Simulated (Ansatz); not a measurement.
Rows from a G0W0 calculation on Zn3SbN3 (Cm) (Ansatz 0.2.0; G0W0 on PBE, plane waves, PAW; PAW set soft_1; 4×4×4 mesh, 804 empty bands, screening to 230 eV, plasmon pole, PAW set soft_1 files), in eV. Spin-orbit coupling is left out.

```
row      Σx     Σc     Vxc     Z
  A  -24.69   3.04  -21.01  0.77
  B  -10.35  -4.10  -14.68  0.80
  C  -11.60  -3.27  -14.94  0.81
  D  -23.53   2.81  -20.09  0.78
  E   -9.51  -3.76  -13.39  0.81
  F  -10.32  -4.07  -14.62  0.80
```

Question: Which rows are filled states and which are empty ones, and how can one tell?

Filled: A and D. Empty: B, C, E and F. The sign of Σc tells: for a filled state bare exchange, which holds its interaction with itself, lies below Vxc (Σx − Vxc is -3.4 eV or lower here) and screening gives part back as a positive Σc. For an empty state Σx lies above Vxc (+3.3 eV or more) and the Coulomb hole leaves Σc negative.

[Paths, hosts, dates, memory and timing lines, banners, echoed tables and standing remarks are left out of the program output.]

[Logs are printed without paths, hosts, clocks, repeated set-up lines and the standing remarks that a program may print on its own settings, such as how far it seeks lower states.]

[Runs of the session that timed out or met a known fault of the program may be left out.]

[Cells called generated may have been cut or substituted from an entry of the Crystallography Open Database or the Materials Project.]

[Hosts, paths, dates, database ids (printed as entryN), source tags and the programs' standing remarks are cut or masked in the printed files.]
